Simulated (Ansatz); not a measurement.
# Structural relaxation of glassy Na2Si4O9 (135 atoms), part 2 of 2

How does glassy Na2Si4O9 (135 atoms) relax, and what do bonds, charges and levels look like afterwards?

Ansatz 0.2.0; Kohn-Sham DFT, PBE, PAW (set soft_2), plane waves.

The cell: 18 Na, 81 O and 36 Si. The quench rate of 20 K/ps far exceeds what a furnace or splat quench reaches. The network of bonds at the start is that of the classical potential that made the cell. The Brillouin zone is sampled at Γ only, in a cell whose shortest periodic width is 12 Å.

So far, density (g/cm³): step 4 (local order after relaxation) 2.38.

## Step 5: Single point at the relaxed geometry

One more single point at the end of the walk gives the fuller output and checks the residual forces.

Contents of input.yaml:

```yaml
crystal:
  lattice:
    - [12.382, 0.0, 0.0]
    - [0.0, 12.382, 0.0]
    - [0.0, 0.0, 12.382]
  atoms:
    - { symbol: Na, position: [0.82869, 0.48284, 0.48009] }
    - { symbol: Na, position: [0.38197, 0.77743, 0.54549] }
    - { symbol: Na, position: [0.39773, 0.73271, 0.28402] }
    - { symbol: Na, position: [0.42961, 0.92911, 0.16162] }
    - { symbol: Na, position: [0.94742, 0.77958, 0.844] }
    - { symbol: Na, position: [0.73565, 0.97807, 0.02441] }
    - { symbol: Na, position: [0.30633, 0.25159, 0.59984] }
    - { symbol: Na, position: [0.9428, 0.58389, 0.30023] }
    - { symbol: Na, position: [0.37185, 0.99215, 0.38868] }
    - { symbol: Na, position: [0.06999, 0.30818, 0.58991] }
    - { symbol: Na, position: [0.52612, 0.53924, 0.99408] }
    - { symbol: Na, position: [0.59559, 0.90523, 0.51338] }
    - { symbol: Na, position: [0.86342, 0.7992, 0.60729] }
    - { symbol: Na, position: [0.65328, 0.73236, 0.05689] }
    - { symbol: Na, position: [0.77228, 0.0768, 0.54991] }
    - { symbol: Na, position: [0.92112, 0.84774, 0.36247] }
    - { symbol: Na, position: [0.18525, 0.27111, 0.91741] }
    - { symbol: Na, position: [0.17039, 0.84025, 0.68086] }
    - { symbol: O, position: [0.63608, 0.28192, 0.82542] }
    - { symbol: O, position: [0.12677, 0.61598, 0.30268] }
    - { symbol: O, position: [0.16664, 0.98427, 0.81408] }
    - { symbol: O, position: [0.94607, 0.06473, 0.72772] }
    - { symbol: O, position: [0.28765, 0.69421, 0.42726] }
    - { symbol: O, position: [0.65671, 0.22206, 0.22913] }
    - { symbol: O, position: [0.95435, 0.16397, 0.54114] }
    - { symbol: O, position: [0.81492, 0.1789, 0.37645] }
    - { symbol: O, position: [0.84396, 0.71588, 0.00271] }
    - { symbol: O, position: [0.46733, 0.39488, 0.87401] }
    - { symbol: O, position: [0.54434, 0.539, 0.56163] }
    - { symbol: O, position: [0.19883, 0.22688, 0.46329] }
    - { symbol: O, position: [0.68175, 0.25091, 0.61741] }
    - { symbol: O, position: [0.86381, 0.58339, 0.83387] }
    [... 97 atom lines left out ...]
    - { symbol: Si, position: [0.17339, 0.73054, 0.00552] }
    - { symbol: Si, position: [0.63346, 0.90198, 0.26955] }
    - { symbol: Si, position: [0.02419, 0.44798, 0.03683] }
    - { symbol: Si, position: [0.39422, 0.46987, 0.79262] }
    - { symbol: Si, position: [0.72453, 0.94359, 0.77477] }
    - { symbol: Si, position: [0.00258, 0.99565, 0.11458] }
kpoints:
  mp_grid: { grid: [1, 1, 1] }
hamiltonian:
  xc: pbe
scf:
  occupations: { method: fixed }
output:
  forces: true
  stress: true
  populations: intrinsic
  dos:
    method: { smearing: { sigma: 0.1 } }
    de: 0.1
    projected: { site_lists: { Na: [Na], O: [O], Si: [Si] } }
  eigenvalues: true
  write_density: true
  write_potential: true
  volumetric_format: npy
```

Command:

```console
ansatz run input.yaml --threads 4 --pin off --max-ram 8192MiB --backend cpu --events-out ev --progress --plain --runs-dir out
```

The job ended after 20 s (4 threads of Intel Xeon Platinum 8488C (Sapphire Rapids), shared host; peak memory 2.9 GiB).

Numbers from this run:

| Item | Value |
| --- | --- |
| free energy | -95748.1470 eV |
| free energy per atom | -709.2455 eV/atom |
| SCF cycles | 9 |
| pressure | -1.124 GPa |
| r.m.s. force component | 0.0078 eV/Å |
| longest force | 0.03854 eV/Å |
| Fermi energy | 3.532 eV |
| gap (highest filled to lowest empty level) | 3.108 eV |

Intrinsic-atomic-orbital charges by element and coordination:

```
element  coordination  atoms  mean charge (e)  spread  least    most
     Na           all     18            0.810  0.0113  0.784   0.824
     Na             3      4            0.812    0.01  0.797   0.822
     Na             4      9            0.808  0.0134  0.784   0.824
     Na             5      3            0.811  0.0074  0.805   0.822
     Na             6      2            0.812  0.0032  0.809   0.815
      O           all     81           -0.933  0.0715  -1.10  -0.866
      O             2     36           -0.890  0.0276  -1.04  -0.866
      O             3     35           -0.946  0.0669  -1.08  -0.887
      O             4      8            -1.03  0.0579  -1.09  -0.929
      O             5      2            -1.09  0.0147  -1.10   -1.07
     Si           all     36             1.69  0.0555   1.57    1.77
```

States in the cell by windows of 1 eV, zero at the Fermi level; the larger projections on atomic orbitals stand beside the total:

```
from (eV)  to (eV)  total   O p  Si p
      -14      -12    0.0   0.0   0.0
      -12      -11    2.1   1.4   0.1
      -11      -10   12.6   8.3   0.6
      -10       -9   15.6  10.5   1.2
       -9       -8   23.0  16.3   2.8
       -8       -7   39.3  29.8   7.2
       -7       -6   27.0  20.9   5.1
       -6       -5   29.8  23.8   3.7
       -5       -4   81.6  70.1   5.7
       -4       -3   87.7  79.5   3.7
       -3       -2   84.7  79.8   1.7
       -2       -1   48.2  45.0   1.4
       -1        0   33.2  31.5   0.9
        0        1    1.2   1.2   0.0
        1        2    0.0   0.0   0.0
        2        3    0.1   0.0   0.0
        3        4    1.9   0.0   0.0
        4        5   11.9   1.1   1.6
```

With fixed occupations the program's Fermi level is the highest filled level; weight inside the gap is the broadening of levels at its edges.

Between -26 and -14 eV lie 270 more states.

The stored curve holds about 756 of the 792 electrons; the rest, give or take the few that broadening carries across the Fermi level, lie in deeper levels below its range.

The levels nearest the highest filled one (over half full), pooled over k-points and spins:

```
level less the highest filled one (eV)  occupation
                                -0.579           2
                                -0.492           2
                                -0.435           2
                                -0.384           2
                                -0.195           2
                                     0           2
                                  3.11           0
                                  4.39           0
                                  4.41           0
                                  4.54           0
                                  4.65           0
                                  4.75           0
```

Valence density in the bc plane at fractional x = 0.170, with atoms of Na and O and Si within 0.2 Å of it. It is the smooth field of the valence electrons, not physical close to the nuclei.

Ten steps, logarithmic in the rise over the least value, from '0' (0 e/Å³) to '9' (16 e/Å³), each cell a mean:
```
22100000354200001000123432123443222
11100002798510112111256653112232211
32100001587400112222357753100111234
64210011122000012211244431000001357
75311234320000011222221100000001368
54223467631000001233310000000111245
22112467631000001244320000015763112
23222233210000000133210000038995101
44321111000000000011100000015762012
33310000000000000000000000000000012
11100001110000000000011100000000001
00000124431000000000122211000000000
11111246753100000000112221111000001
55422245642000000000012111222211123
77642123321000000000122211334432235
66532112100000000001344321223332234
32222332100000000012455421011221122
10012443200000000012444310000122221
00012443100000000111222100000011111
00001111000000012232122211000000000
00000000000000012332223432100000000
00000000000000012221123443110000000
11000000000000000100012332111110011
32100000000000000000001221123332222
```
Columns run along b (12.4 Å), rows up along c (12.4 Å). Atoms in or near the plane, at fractional coordinates: Na at (0.27, 0.92), Na at (0.84, 0.68), O at (0.98, 0.81), O at (0.02, 0.39), O at (0.65, 0.90), Si at (0.16, 0.36), Si at (0.92, 0.31), Si at (0.69, 0.41), Si at (0.53, 0.84), Si at (0.08, 0.72), Si at (0.73, 0.01).

Electrostatic potential energy in the bc plane at fractional x = 0.170, with atoms of Na and O and Si within 0.2 Å of it. With pseudopotentials it is smooth inside the atoms' cores, unlike the true potential.

Values in eV, 13 rows by 16 columns, each cell a mean:
```
-24   5   7  -3 -26  -1   7   6   4   2 -16 -27 -16   0  -7 -45
-10   6   7  -1 -22   0   6  -5 -36 -23 -30  -2   7   7   2 -22
-23  -7   1  -6   6   8   7  -4 -33 -15   6   9   8   6   6 -28
-20 -49 -21 -24   5   9   8   7  -1   3   8   8   1 -24  -3   4
 -5 -12   2   8   7   6   7   9   8   8   8   7  -1 -29  -5   6
  7   9   9   9   7   6   7   8   9   9   8   8   7   6   7   9
 10   9   8 -13   0   9   9   9   9   8  -2  -6   5   8   9  10
-25  -8 -25 -19   3  10  10   9   9   4 -32 -45  -5   4   5  -1
-17 -11 -41 -17   7  10   9   9   8  -2 -11  -9   3  -4 -36 -25
  6   7  -4   1   9   9   9   6  -6 -20  -4   7   8   0 -28 -16
  9  10   8   9  10  10   9   5 -25 -43  -5   7   9   8   7   7
  8   9  10  10  10  10  10   7   1  -2  -2   0   3   7   8   8
  2   8   9   8   8   9   8   8   8   7  -4 -40 -28   2   5  -2
```
Columns run along b (12.4 Å; values clipped at the 3rd and 97th percentile), rows up along c (12.4 Å). Atoms in or near the plane, at fractional coordinates: Na at (0.27, 0.92), Na at (0.84, 0.68), O at (0.98, 0.81), O at (0.02, 0.39), O at (0.65, 0.90), Si at (0.16, 0.36), Si at (0.92, 0.31), Si at (0.69, 0.41), Si at (0.53, 0.84), Si at (0.08, 0.72), Si at (0.73, 0.01).

Mean intrinsic-atomic-orbital charges: Na +0.81, O -0.93, Si +1.69 e.

Local excerpt of 9 atoms (numbers count through the whole input) about O56, which has 5 bonded neighbours where the commonest count for O is 2; x, y, z are measured from there.

```
 atom      x      y      z  distance (Å)  bonds  intrinsic-atomic-orbital charge (e)
  O56   0.00   0.00   0.00          0.00      5                                -1.10
Si131   1.44   0.12  -0.71          1.61      4                                 1.57
  Na9  -1.80   1.23   0.76          2.31      4                                 0.81
  Na4  -1.08   0.45  -2.05          2.36      5                                 0.81
 Na12   0.97   0.16   2.31          2.51      4                                 0.79
  Na3  -1.48  -1.98  -0.53          2.53      3                                 0.80
  O59   2.50  -0.97   0.03          2.68      3                                -0.91
  O33   1.42  -0.03  -2.30          2.70      4                                -1.09
  O55   2.20   1.58  -0.29          2.72      2                                -0.91
```

The column of bonds counts only the pairs O-Si within 2.12 Å, O-Na within 2.77 Å; other neighbours, such as metal atoms beside each other in a compound, aren't counted, and periodic images can show an atom twice.

## Step 6: Other settings

Changed here: hamiltonian.pseudopotentials.accuracy = "standard" and hamiltonian.pseudopotentials.kind = "nc".

This step: Kohn-Sham DFT, PBE, norm-conserving pseudopotentials, plane waves (Ansatz 0.2.0).

Contents of input.yaml:

```yaml
crystal:
  lattice:
    - [12.382, 0.0, 0.0]
    - [0.0, 12.382, 0.0]
    - [0.0, 0.0, 12.382]
  atoms:
    [... the 135 atom lines of step 2 ...]
kpoints:
  mp_grid: { grid: [1, 1, 1] }
hamiltonian:
  xc: pbe
  pseudopotentials: { kind: nc, accuracy: standard }
scf:
  occupations: { method: fixed }
output:
  forces: true
  stress: true
  populations: true
  dos:
    method: { smearing: { sigma: 0.1 } }
    de: 0.1
    projected: { site_lists: { Na: [Na], O: [O], Si: [Si] } }
  eigenvalues: true
```

Wall time 2.1 min (4 threads); peak memory 6.8 GiB; 8.1 min of CPU time.

The program notes that it cut back its work space to fit the memory limit.

Geometry and reference: those of the single point at the start.

Forces differ from those of the single point at the start by 19 meV/Å r.m.s., 1.5 % of their size; the pressure by -0.39 GPa and the gap by +0.016 eV. It took 6.4 times the reference's time (shared host, so rough).

## Step 7: What came out

- energy change in the relaxation: -78.58 meV/atom
- r.m.s. displacement: 0.304 Å
- largest displacement: 1.081 Å
- free energy per atom: -709.2455 eV/atom
- pressure: -1.124 GPa
- r.m.s. force component: 0.0078 eV/Å
- gap (highest filled to lowest empty level): 3.108 eV
- wall time of the 4 DFT runs: 4.8 min

Relaxation lowers the energy by 78.6 meV/atom and moves atoms by 0.30 Å r.m.s.; the r.m.s. force component goes from 1.3 to 0.0078 eV/Å, the pressure goes from 3.0 to -1.1 GPa, and the gap from 2.44 to 3.11 eV. By the final cutoffs 7 of 211 bonded pairs parted and 15 joined. First to last step the energy falls by 10.608 eV; the largest move, 1.08 Å, is that of Na4. The O-Na bonds change most in mean length: from 2.452 Å (spread 0.180) to 2.396 Å (spread 0.151), and their number from 67 to 75. Counting bonds as in the table, 50 % of Na atoms have 4, 44 % of O atoms have 2 and all Si atoms have 4 bonded neighbours. 78 % of the oxygens bridge two formers (Si) and 22 % are non-bridging. The highest filled and lowest empty levels differ by 3.11 eV (at Γ alone); a semilocal functional tends to put such gaps too low. In a disordered cell it changes from sample to sample, and tail or defect levels can set it.

**Limits.** The starting topology of bonds comes from the classical model; in DFT 7 of its 211 bonded pairs passed out of the cutoffs and 15 came within them.

Against the measurements quoted at the start:

```
              quantity  measured  this cell  difference  method of the measurement
 nearest Na–O distance   2.425 Å     2.29 Å      -5.6 %        neutron diffraction
nearest Si–Na distance     3.8 Å     3.43 Å      -9.7 %             Na K-edge XAFS
nearest Na–Na distance     3.2 Å     3.13 Å      -2.2 %             Na K-edge XAFS
```

The cell differs from the measured distances by up to 9.7 %. Distances of this cell are positions of the first main peak of g(r), or bond means where the peak is narrow; means over all bonds within a cutoff lie farther out for broad shells. The network comes from the model that made the cell; in DFT 7 of its 211 bonded pairs passed out of the cutoffs and 15 came within them.

[Logs are printed without paths, hosts, clocks, repeated set-up lines and the standing remarks that a program may print on its own settings, such as how far it seeks lower states.]

[Hosts, paths, dates, database ids (printed as entryN), source tags and the programs' standing remarks are cut or masked in the printed files.]
